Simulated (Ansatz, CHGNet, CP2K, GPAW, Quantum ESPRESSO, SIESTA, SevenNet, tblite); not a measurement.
## GPAW runs on glassy 76SiO2-24MgO (mol %) (94 atoms)

Aim: run glassy 76SiO2-24MgO (mol %) (94 atoms) in GPAW and see how near its forces come to a plane-wave reference, and at what cost.

Method: the method is named at each step, in GPAW 26.7.0.

### 1. Starting point

The cell holds 94 atoms: 26 Si, 8 Mg and 60 O. Cell: a = 10.793 Å, b = 10.793 Å, c = 10.793 Å, α = 90.0°, β = 90.0°, γ = 90.0°. 94 atoms (26 Si, 8 Mg, 60 O) placed at random at 2.34 g/cm³, melted at 4000 K for 10 ps at fixed volume with the Morse and Coulomb pair potential with partial charges (Pedone, Malavasi, Menziani, Cormack and Segre, J. Phys. Chem. B 110, 11780 (2006)). Quenched from 4000 K to 300 K at 50 K/ps and fixed volume, held 10 ps at zero pressure. Then every atom was moved at random, 0.05 Å r.m.s. a Cartesian component.

The yardstick, on the same geometry:

| Item | Value |
| --- | --- |
| method | Kohn-Sham DFT, PBE, PAW, plane waves (Ansatz 0.2.0); cutoff 420 eV, Γ point, fermi-dirac smearing of 0.05 eV; PAW set soft_2 |
| r.m.s. force component | 2.761 eV/Å |
| longest force | 15.49 eV/Å |
| pressure | 5.547 GPa |
| gap (highest filled to lowest empty level) | 1.886 eV |
| SCF cycles | 9 |
| time | 11 s on 8 threads of Arm Neoverse V1, shared host |
| CPU time | 81 s |

### 2. PBE, LCAO dzp, h 0.18 Å

Method: Kohn-Sham DFT, PBE, PAW, atomic orbitals (dzp).

Input file run.py:

```python
import numpy as np
from ase.io import read
from gpaw import GPAW, FermiDirac

atoms = read("structure.xyz")
atoms.calc = GPAW(
    mode="lcao",
    basis="dzp",
    h=0.18,
    xc="PBE",
    kpts={"size": (1, 1, 1), "gamma": True},
    occupations=FermiDirac(0.05),
    maxiter=200,
    symmetry={"point_group": False},
    txt="gpaw.txt",
)
energy = atoms.get_potential_energy(force_consistent=True)
forces = atoms.get_forces()
print(f"energy {energy:.6f} eV")
print("forces (eV/A)")
for i, (a, f) in enumerate(zip(atoms, forces)):
    print(f"{i:4d} {a.symbol:2s} {f[0]:10.5f} {f[1]:10.5f} {f[2]:10.5f}")
print(f"Fermi level {atoms.calc.get_fermi_level():.4f} eV")
for k in range(len(atoms.calc.get_ibz_k_points())):
    for s in range(atoms.calc.get_number_of_spins()):
        e = atoms.calc.get_eigenvalues(kpt=k, spin=s)
        n = np.searchsorted(e, atoms.calc.get_fermi_level())
        print(f"k {k} spin {s} levels about the Fermi level:", np.round(e[max(n - 6, 0):n], 4).tolist(), "|", np.round(e[n:n + 6], 4).tolist())
```

Input file structure.xyz:

```xyz
94
Lattice="10.79285 0.00000 0.00000 0.00000 10.79285 0.00000 0.00000 0.00000 10.79285" Properties=species:S:1:pos:R:3 pbc="T T T"
Si 4.18104 3.43277 8.21811
Si 2.12004 4.95327 9.93978
Si 1.86727 1.24398 8.39295
Si 1.22445 10.74720 3.00915
Si 0.41326 4.95554 7.09285
Si 9.47396 1.92739 9.01052
Si 7.88666 10.51990 8.37234
Si 8.59888 2.74160 2.44555
Si 0.74384 3.73497 1.78158
Si 7.43627 3.41270 5.06023
Si 7.14692 3.81937 8.19825
Si 3.30175 3.03765 3.36133
Si 7.43390 10.78368 3.27908
Si 5.83073 3.63071 1.36400
Si 1.73063 9.18256 7.17401
Si 3.15378 5.16524 5.68783
Si 0.09908 6.62314 3.10478
Si 2.47038 10.51990 0.30932
Si 6.49287 6.85961 8.66374
Si 9.21709 8.36457 9.61265
Si 5.74039 6.66566 0.88728
Si 8.33445 7.96296 1.59918
Si 10.14204 7.38879 6.12991
Si 1.52870 7.89292 9.74864
Si 7.64058 9.15061 5.56123
Si 5.17863 1.07000 4.62776
Mg 2.77916 7.88580 4.37510
Mg 9.61373 10.72777 1.08036
Mg 4.72284 9.05175 6.49352
Mg 5.78518 6.45445 5.02234
Mg 10.46799 2.06446 5.14733
Mg 5.36653 0.66106 10.30814
Mg 2.82568 7.56741 1.30960
Mg 4.50256 9.80142 2.39968
O 6.29730 8.63784 4.99504
O 5.85890 0.29367 3.48318
O 3.99854 10.50781 0.59145
O 2.21707 0.60354 9.83272
O 2.84402 8.73919 6.06170
O 3.76746 1.65735 4.07829
O 6.13671 2.44857 4.86337
O 5.61951 5.22266 1.00805
O 2.98789 2.31895 7.96750
O 0.41995 5.06401 2.65796
O 1.80143 8.97415 0.15132
O 8.51783 2.88083 4.02260
O 1.09429 4.79408 8.72203
O 9.34855 9.62075 8.74739
O 10.63862 7.72315 9.79332
O 10.19601 6.16822 7.10796
O 4.01634 4.37143 6.88033
O 2.05075 6.54565 10.44942
O 5.80709 2.84305 8.38227
O 10.67229 6.81698 4.61438
O 8.03668 10.34246 4.61524
O 4.52620 7.81759 1.64213
[... 34 atom lines left out ...]
O 1.57468 10.69312 7.42332
O 0.28752 1.89263 8.60946
O 1.63048 7.29553 2.75498
O 5.87811 7.47383 7.47934
```

Started as:

```console
$ OMP_NUM_THREADS=1 python run.py > output.txt
```

Log:

```text
energy -631.601098 eV
forces (eV/A)
   0 Si    0.13988    1.36905   -1.43290
   1 Si   -4.73375   -1.23558    0.61966
   2 Si   -4.34081    0.00205   -0.22261
   3 Si   -1.66191   -1.48241    3.57471
   4 Si    3.81655   -4.19233    0.57741
   5 Si    1.01873    3.06001    2.70582
   6 Si    1.93814   -3.54255   -1.81402
   7 Si   -1.54501   -0.82147   -3.56030
   8 Si    2.02524    2.35913    2.71289
   9 Si   -5.78149    4.93922    0.96052
  10 Si    5.08949   -7.64505   -1.88803
  11 Si    6.50288    0.76916    3.53827
  12 Si    0.70967   -3.27793   -1.88737
  13 Si   -7.73395   -3.59109   -0.80741
  14 Si   -2.15638   -1.26620   -7.47353
  15 Si    4.79482   -4.51927   -0.88874
  16 Si    2.83895   -0.02542   -3.83171
  17 Si   -2.61234    0.10481    1.45164
  18 Si    3.14121   -1.57357    7.01693
  19 Si    0.81646   -0.19126    0.53466
  20 Si   -0.93982   10.15689   -0.36949
  21 Si   11.53719   10.85882    5.78632
  22 Si   -1.02445    1.83994   -4.79752
  23 Si   -6.61647   -0.62289    3.33574
[...]
86 O     0.38993    2.44257   -2.11172
  87 O    -1.26932    0.25934   -0.58669
  88 O     0.99519   -0.62852    1.85126
  89 O    -4.03417   -3.00467   -0.07397
  90 O     0.29895    4.75367    0.56861
  91 O     2.44717    0.11206   -1.59480
  92 O    -0.50860   -0.57495    0.67072
  93 O    -4.24870    3.23146   -6.31781
Fermi level 4.5897 eV
k 0 spin 0 levels about the Fermi level: [2.5664, 2.6271, 2.7592, 2.7903, 2.8671, 3.742] | [5.4374, 6.4918, 6.7782, 7.0466, 7.2038, 7.342]
```

gpaw.txt:

```text
Input parameters:
  mode=LCAO(),
  basis={'default': 'dzp'},
  h=0.18,
  kpts=MonkhorstPack(size=(1, 1, 1), gamma=True),
  maxiter=200,
  occupations=Occupations(name='fermi-dirac', width=0.05, fixmagmom=False),
  symmetry=Symmetry(point_group=False),
  xc=XC(name='PBE')
Unit cell  # Å
| periodic |         x |         y |         z |   lengths |    angles |
|----------|-----------|-----------|-----------|-----------|-----------|
|      yes | 10.792850 |  0.000000 |  0.000000 | 10.792850 | 90.000000 |
|      yes |  0.000000 | 10.792850 |  0.000000 | 10.792850 | 90.000000 |
|      yes |  0.000000 |  0.000000 | 10.792850 | 10.792850 | 90.000000 |
Number of symmetries: 1
Symmetry operations  # r_c * U_cc + t_c -> r_c
|   | kind |            matrix            |
|---|------|------------------------------|
| 0 |  E   |  1, 0, 0,  0, 1, 0,  0, 0, 1 |
BZ-sampling:
  Number of BZ points: 1
  Number of IBZ points: 1
  Monkhorst-Pack size: [1, 1, 1]
  Monkhorst-Pack shift: [0, 0, 0]
[... lines left out ...]
eigensolver:
density mixing:
  MSR1-Mixer
occupation numbers:
  Fermi-Dirac:
    width: 0.0500  # eV
FastPoissonSolver using
    Stencil: 6*3+1=19 point O(h^6) finite-difference Laplacian
xc functional:
  name: PBE with 2 nearest neighbor stencil
interpolation: tri-quintic # 5. degree polynomial
Initialization done in: 11.505 s
convergence criteria:
- Maximum [total energy] change in last 3 cyles: 0.0005 eV / valence electron
- Maximum integral of absolute [dens]ity change: 0.0001 electrons / valence electron
- Maximum integral of absolute [eigenst]ate change: 4e-08 eV^2 / valence electron
maximum number of iterations: 200
SCF iterations
|iter     |      energy | eigst |  dens |
|---------|-------------|-------|-------|
|iter:   1| -696.309751 |      c|       |
|iter:   2| -679.777068 |      c| -0.80 |
|iter:   3| -630.992535 |      c| -0.85 |
|iter:   4| -631.413670 |      c| -1.47 |
|iter:   5| -631.661486 |      c| -1.77 |
|iter:   6| -631.602199c|      c| -2.29 |
|iter:   7| -631.601393c|      c| -3.07 |
|iter:   8| -631.601112c|      c| -3.45 |
|iter:   9| -631.601100c|      c| -3.99 |
|iter:  10| -631.601098c|      c| -4.46c|
Converged in 10 steps
SCF loop duration: 151.068 s (15.107 s/step)
Energy contributions relative to reference atoms: (reference = -371093.247683)
Energy contributions:
  Kinetic:         838.170762
  Coulomb:        -705.291007
  Zero:              8.728826
  External:          0.000000
  Xc:             -773.209678
  Entropy:          -0.000000
  Spinorbit:         0.000000
  ----------------------------
  Free energy:    -631.601098
  Extrapolated:   -631.601098
dipole moment: (29.975091, 90.950353, -38.423844)  # |e|*Ang
Fermi level: 4.590
Eigenvalues  # (at kpt = [0.000, 0.000, 0.000])
| band index |      eig [eV] | occ [0-2] |
|------------|---------------|-----------|
|          0 |       -73.170 |     2.000 |
|        ... |               |           |
|        264 |         2.383 |     2.000 |
|        265 |         2.451 |     2.000 |
[...]
|        279 |         7.707 |     0.000 |
|        ... |               |           |
|        330 |        11.405 |     0.000 |
Gap: 1.695 eV
Transition (v -> c):
  (s=0, k=0, n=271, [0.00, 0.00, 0.00]) -> (s=0, k=0, n=272, [0.00, 0.00, 0.00])
No difference between direct/indirect transitions
Force computation time: 37.626  # s
timing:  # [seconds]
  Total:  200.230  # ━━━━━━━━━━━━━━━━━━━━━━━━━━━━━━━━━━━━━━━━━━━━━━━━━━━━━━━━
  Init:    11.505  # ━━━
  SCF:    151.068  # ━━━━━━━━━━━━━━━━━━━━━━━━━━━━━━━━━━━━━━━━━━╸
  Forces:  37.626  # ━━━━━━━━━━╸
```

It took 3.4 min on 1 thread of Arm Neoverse V1, shared host; peak memory 1.7 GiB.

Banners, paths, timers and routine set-up lines are dropped from the logs unmarked, and long logs keep their key lines alone; longer cuts are marked.

Numbers from this run, and their distance from the reference:

| Quantity | Value |
| --- | --- |
| r.m.s. force component | 3.034 eV/Å |
| r.m.s. difference of force components | 403.4 meV/Å |
| longest difference of force vectors | 1526 meV/Å |
| force difference over r.m.s. force | 14.61 % |
| slope of forces against the reference's | 1.093 |
| correlation of force components | 0.9947 |
| gap (highest filled to lowest empty level) | 1.695 eV |
| gap difference | -0.1905 eV |

Length of the force difference by element (eV/Å):

```csv
element,atoms,mean,most
Mg,8,0.25,0.32
O,60,0.74,1.5
Si,26,0.47,1.4
```

Levels nearest the highest filled one (eV from it): -1.18, -1.11, -0.98, -0.95, -0.87, 0.00, 1.70, 2.75, 3.04, 3.30, 3.46, 3.60.

The surroundings of Si22, which bears the longest force, nearest first, numbered as they follow in the input and with coordinates relative to it.

```csv
atom,x,y,z,distance (Å),bonds,Fx,Fy,Fz (eV/Å)
Si22,0.00,0.00,0.00,0.00,4,11.54,10.86,5.79
O70,-1.08,-0.83,-0.31,1.39,2,-11.03,-9.11,-2.86
O88,1.28,-0.82,0.65,1.65,2,-1.27,0.26,-0.59
O67,0.67,0.86,-1.26,1.67,3,-1.07,1.57,3.44
O63,-0.72,1.32,1.01,1.81,2,0.10,-2.00,-3.45
Si20,0.88,0.40,-2.78,2.94,4,0.82,-0.19,0.53
Si21,-2.59,-1.30,-0.71,2.99,4,-0.94,10.16,-0.37
Mg28,1.28,2.76,-0.52,3.09,4,0.67,-0.33,0.40
Si17,2.56,-1.34,1.51,3.26,4,2.84,-0.03,-3.83
O78,2.28,2.00,1.20,3.26,2,-1.23,-0.27,-2.24
O84,-0.36,-0.34,-3.28,3.32,2,-4.31,-4.30,-1.52
Si13,-0.90,2.82,1.68,3.40,4,0.71,-3.28,-1.89
O49,2.30,-0.24,-2.60,3.48,2,4.60,-2.32,-0.67
```

Atoms are counted from 1 here, from 0 in the log.

Forces lie 15 % from the reference's, at 2.5 times its CPU time (on 1 against 8 cores).

### 3. PBE, LCAO sz(dzp), h 0.18 Å

Method: Kohn-Sham DFT, PBE, PAW, atomic orbitals (sz(dzp)).

Edit run.py of step 2 so:

```diff
@@ -7,3 +7,3 @@
     mode="lcao",
-    basis="dzp",
+    basis="sz(dzp)",
     h=0.18,
```

structure.xyz is that of step 2.

Log:

```text
energy -477.367387 eV
forces (eV/A)
   0 Si    0.11641    0.88476   -1.06436
   1 Si   -4.93408   -1.65774    1.88140
   2 Si   -4.77622    0.71880   -0.89195
   3 Si   -0.67768   -0.00133    4.43003
   4 Si    3.88955   -4.87097    1.97064
   5 Si    2.20043    4.93099    1.75679
   6 Si    1.67511   -3.39337   -3.67995
   7 Si   -0.62346   -0.57331   -5.10177
   8 Si    1.95123    1.02992    2.38748
   9 Si   -4.89440    4.51803    1.41602
  10 Si    6.24023   -7.74751   -2.07362
  11 Si    5.81429    0.46353    3.63677
  12 Si    0.85269   -3.00485   -2.78563
  13 Si   -8.05681   -2.02500   -1.41510
  14 Si   -2.67218   -0.73189   -8.07414
  15 Si    5.16458   -5.07501   -0.75514
  16 Si    1.93337   -0.42945   -4.17345
  17 Si   -3.81664    0.67091    0.97099
  18 Si    3.81606   -2.38102    7.96777
  19 Si    1.49140   -1.76250    0.47363
  20 Si   -0.80370   10.14019    1.09656
  21 Si   11.58559   10.71683    7.29553
  22 Si   -2.35112    2.28721   -5.28052
  23 Si   -7.25435   -1.27774    2.92113
[...]
86 O     0.06950    0.90630   -0.44014
  87 O    -1.31321    0.14781   -0.73109
  88 O     1.20415   -0.58344    2.44955
  89 O    -4.13540   -3.17024   -0.01568
  90 O     0.29432    5.10156    0.77598
  91 O     2.53268    0.33763   -1.73128
  92 O     1.46813    0.02544    0.26033
  93 O    -5.86479    4.75458   -9.16182
Fermi level 5.6675 eV
k 0 spin 0 levels about the Fermi level: [3.9449, 4.0161, 4.1273, 4.189, 4.3608, 5.1498] | [6.1852, 7.3825, 7.614, 7.8405, 8.1474, 8.222]
```

gpaw.txt:

```text
Input parameters:
  mode=LCAO(),
  basis={'default': 'sz(dzp)'},
  h=0.18,
  kpts=MonkhorstPack(size=(1, 1, 1), gamma=True),
  maxiter=200,
  occupations=Occupations(name='fermi-dirac', width=0.05, fixmagmom=False),
  symmetry=Symmetry(point_group=False),
  xc=XC(name='PBE')
Unit cell  # Å
| periodic |         x |         y |         z |   lengths |    angles |
[... lines left out ...]
  Fermi-Dirac:
[... lines left out ...]
convergence criteria:
- Maximum [total energy] change in last 3 cyles: 0.0005 eV / valence electron
[... lines left out ...]
Converged in 10 steps
[... lines left out ...]
  Free energy:    -477.367387
  Extrapolated:   -477.367350
dipole moment: (27.923236, 91.805833, -35.923066)  # |e|*Ang
Fermi level: 5.668
Eigenvalues  # (at kpt = [0.000, 0.000, 0.000])
| band index |      eig [eV] | occ [0-2] |
|------------|---------------|-----------|
|          0 |       -72.634 |     2.000 |
|        ... |               |           |
|        264 |         3.801 |     2.000 |
|        265 |         3.838 |     2.000 |
[...]
|        279 |         8.718 |     0.000 |
|        ... |               |           |
|        330 |        13.244 |     0.000 |
Gap: 1.035 eV
Transition (v -> c):
  (s=0, k=0, n=271, [0.00, 0.00, 0.00]) -> (s=0, k=0, n=272, [0.00, 0.00, 0.00])
No difference between direct/indirect transitions
Force computation time: 8.808  # s
timing:  # [seconds]
  Total:  61.706  # ━━━━━━━━━━━━━━━━━━━━━━━━━━━━━━━━━━━━━━━━━━━━━━━━━━━━━━━━━
  Init:    8.977  # ━━━━━━━━╸
  SCF:    43.881  # ━━━━━━━━━━━━━━━━━━━━━━━━━━━━━━━━━━━━━━━━╸
  Forces:  8.808  # ━━━━━━━━
```

Elapsed: 63 s, on 1 thread; peak memory 1.3 GiB.

Compared with the plane-wave run:

```
r.m.s. force component                           : 3.391 eV/Å
r.m.s. difference of force components            : 1123 meV/Å
longest difference of force vectors              : 5131 meV/Å
force difference over r.m.s. force               : 40.68 %
slope of forces against the reference's          : 1.171
correlation of force components                  : 0.9537
gap (highest filled to lowest empty level) : 1.035 eV
gap difference                                   : -0.8505 eV
```

This is a coarse setting, run to see what it loses.

Against the first run (15 %), the force difference from the reference is 41 %, at 0.31 times the CPU time, with 408 basis functions against 1270: the smaller basis costs accuracy.

### 4. PBE, LCAO szp(dzp), h 0.18 Å

Method: Kohn-Sham DFT, PBE, PAW, atomic orbitals (szp(dzp)).

Edit run.py of step 3 so:

```diff
@@ -7,3 +7,3 @@
     mode="lcao",
-    basis="sz(dzp)",
+    basis="szp(dzp)",
     h=0.18,
```

structure.xyz is that of step 3.

Log:

```text
energy -599.661186 eV
forces (eV/A)
   0 Si    0.26319    1.51334   -1.76444
   1 Si   -4.80557   -1.49576    0.08290
   2 Si   -4.38791    0.32799   -0.00916
   3 Si   -2.26871   -1.53401    3.80480
   4 Si    3.46277   -5.10061    0.39885
   5 Si    0.91192    2.79764    3.38498
   6 Si    1.49055   -3.42514   -1.16039
   7 Si   -1.50217   -0.86226   -3.33092
   8 Si    1.94543    2.66442    2.53586
   9 Si   -6.32480    5.55771    0.90882
  10 Si    5.61360   -7.41461   -1.60713
  11 Si    6.57838    0.73373    3.57570
  12 Si    0.95346   -3.58610   -2.15565
  13 Si   -7.89514   -4.44304   -1.19632
  14 Si   -1.81334   -1.19965   -7.92289
  15 Si    4.83054   -4.11670   -1.01311
  16 Si    3.11668   -0.00216   -3.72542
  17 Si   -2.15022    0.48469    1.64672
  18 Si    2.78398   -1.04543    6.29797
  19 Si    0.78276   -0.08619   -0.07012
  20 Si   -1.69712   10.04048   -0.53010
  21 Si   11.35469   10.90908    5.95241
  22 Si   -0.91877    1.99052   -4.44810
  23 Si   -6.79374   -0.65450    3.44144
[...]
86 O     0.36646    2.54438   -2.25692
  87 O    -1.27635    0.32356   -0.56006
  88 O     1.03479   -0.72665    1.80422
  89 O    -3.97140   -3.02641   -0.13565
  90 O     0.30514    4.51821    0.44502
  91 O     2.61005    0.13002   -1.72401
  92 O    -0.54753   -0.58950    0.72328
  93 O    -4.11555    3.00880   -5.90684
Fermi level 5.0417 eV
k 0 spin 0 levels about the Fermi level: [2.9852, 3.0663, 3.1384, 3.3081, 3.3786, 4.3504] | [5.733, 6.7144, 6.9667, 7.2758, 7.4676, 7.598]
```

gpaw.txt:

```text
Input parameters:
  mode=LCAO(),
  basis={'default': 'szp(dzp)'},
  h=0.18,
  kpts=MonkhorstPack(size=(1, 1, 1), gamma=True),
  maxiter=200,
  occupations=Occupations(name='fermi-dirac', width=0.05, fixmagmom=False),
  symmetry=Symmetry(point_group=False),
  xc=XC(name='PBE')
Unit cell  # Å
| periodic |         x |         y |         z |   lengths |    angles |
[... lines left out ...]
  Fermi-Dirac:
[... lines left out ...]
convergence criteria:
- Maximum [total energy] change in last 3 cyles: 0.0005 eV / valence electron
[... lines left out ...]
Converged in 9 steps
[... lines left out ...]
  Free energy:    -599.661186
  Extrapolated:   -599.661185
dipole moment: (30.188209, 90.720840, -38.266857)  # |e|*Ang
Fermi level: 5.042
Eigenvalues  # (at kpt = [0.000, 0.000, 0.000])
| band index |      eig [eV] | occ [0-2] |
|------------|---------------|-----------|
|          0 |       -73.728 |     2.000 |
|        ... |               |           |
|        264 |         2.742 |     2.000 |
|        265 |         2.844 |     2.000 |
[...]
|        279 |         7.963 |     0.000 |
|        ... |               |           |
|        330 |        11.868 |     0.000 |
Gap: 1.383 eV
Transition (v -> c):
  (s=0, k=0, n=271, [0.00, 0.00, 0.00]) -> (s=0, k=0, n=272, [0.00, 0.00, 0.00])
No difference between direct/indirect transitions
Force computation time: 27.746  # s
timing:  # [seconds]
  Total:  135.789  # ━━━━━━━━━━━━━━━━━━━━━━━━━━━━━━━━━━━━━━━━━━━━━━━━━━━━━━━━
  Init:    10.017  # ━━━━
  SCF:     97.985  # ━━━━━━━━━━━━━━━━━━━━━━━━━━━━━━━━━━━━━━━━╸
  Forces:  27.746  # ━━━━━━━━━━━╸
```

It took 2.3 min on 1 thread; peak memory 1.6 GiB.

Numbers from this run, and their distance from the reference:

| Property | Result |
| --- | --- |
| r.m.s. force component | 3.019 eV/Å |
| r.m.s. difference of force components | 412 meV/Å |
| longest difference of force vectors | 1501 meV/Å |
| force difference over r.m.s. force | 14.92 % |
| slope of forces against the reference's | 1.087 |
| correlation of force components | 0.9938 |
| gap (highest filled to lowest empty level) | 1.383 eV |
| gap difference | -0.5033 eV |

This is a coarse setting, run to see what it loses.

Against the first run (15 %), the force difference from the reference is 15 %, at 0.68 times the CPU time, with 862 basis functions against 1270.

### 5. The ladder

Differences are against the plane-wave reference, forces as r.m.s. over components; share is that over the reference's r.m.s. force, slope the least-squares factor from reference forces to these. Total energies of different programs have different zeros and aren't compared.

```csv
run,"Δ force, r.m.s. (meV/Å)",share (%),slope,Δ gap (eV),cores,CPU time,memory (GiB)
reference,-,-,-,-,8,81 s,1.6
"GPAW PBE, LCAO dzp, h 0.18 Å",403,14.6,1.093,-0.191,1,3.4 min,1.7
"GPAW PBE, LCAO sz(dzp), h 0.18 Å (coarse)",1123,40.7,1.171,-0.851,1,63 s,1.3
"GPAW PBE, LCAO szp(dzp), h 0.18 Å (coarse)",412,14.9,1.087,-0.503,1,2.3 min,1.6
```

Rows marked coarse were listed beforehand as settings not expected to be converged; some can still land near the reference.

CPU time is summed over cores on a shared host, where runs went side by side, so it is rough. Symmetry, cutoffs, thresholds, outputs and thread counts weren't matched or tuned between programs; memory under MPI is the largest rank's times the ranks.

### 6. Results

| Quantity | Value |
| --- | --- |
| nearest in forces | a tie at 15 % of 2 runs: GPAW PBE, LCAO dzp, h 0.18 Å; GPAW PBE, LCAO szp(dzp), h 0.18 Å (coarse) |

The PBE run in local orbitals, coarse settings apart, differs by 15 % (GPAW PBE, LCAO dzp, h 0.18 Å); basis, grid and potentials can all enter. Runs with settings chosen to be coarse differ by 15 % (GPAW PBE, LCAO szp(dzp), h 0.18 Å) to 41 % (GPAW PBE, LCAO sz(dzp), h 0.18 Å), their programs' other errors included. None of the electronic-structure runs in the table takes under half the reference's CPU time of 81 s; they take 0.78 to 2.5 times as much. At the same functional, gaps differ from the reference's 1.89 eV by between -0.85 and -0.19 eV. Forces of 2.8 eV/Å r.m.s. are well above thermal ones: they come largely from the bond lengths of the classical model and from the random displacements, and they dominate the comparison. The quench rate of 50 K/ps is many orders above laboratory rates, so the cell is likely richer in defects and strain than a real sample. The network of bonds at the start is that of the classical potential that made the cell, and needn't be the one that DFT or experiment would give. The reference's stress is far from hydrostatic: its diagonal is 2.9, 5.9, 7.8 GPa, compression counted positive. The electronic-structure runs sample only Γ, in a cell whose shortest periodic width is 11 Å.

[Also dropped from logs without a mark: logging warnings of Python, and SIESTA's first energy breakdown and zero terms.]

[Logs are printed without paths, hosts, clocks, repeated set-up lines and the standing remarks that a program may print on its own settings, such as how far it seeks lower states.]

[Hosts, paths, dates, database ids (printed as entryN), source tags and the programs' standing remarks are cut or masked in the printed files.]
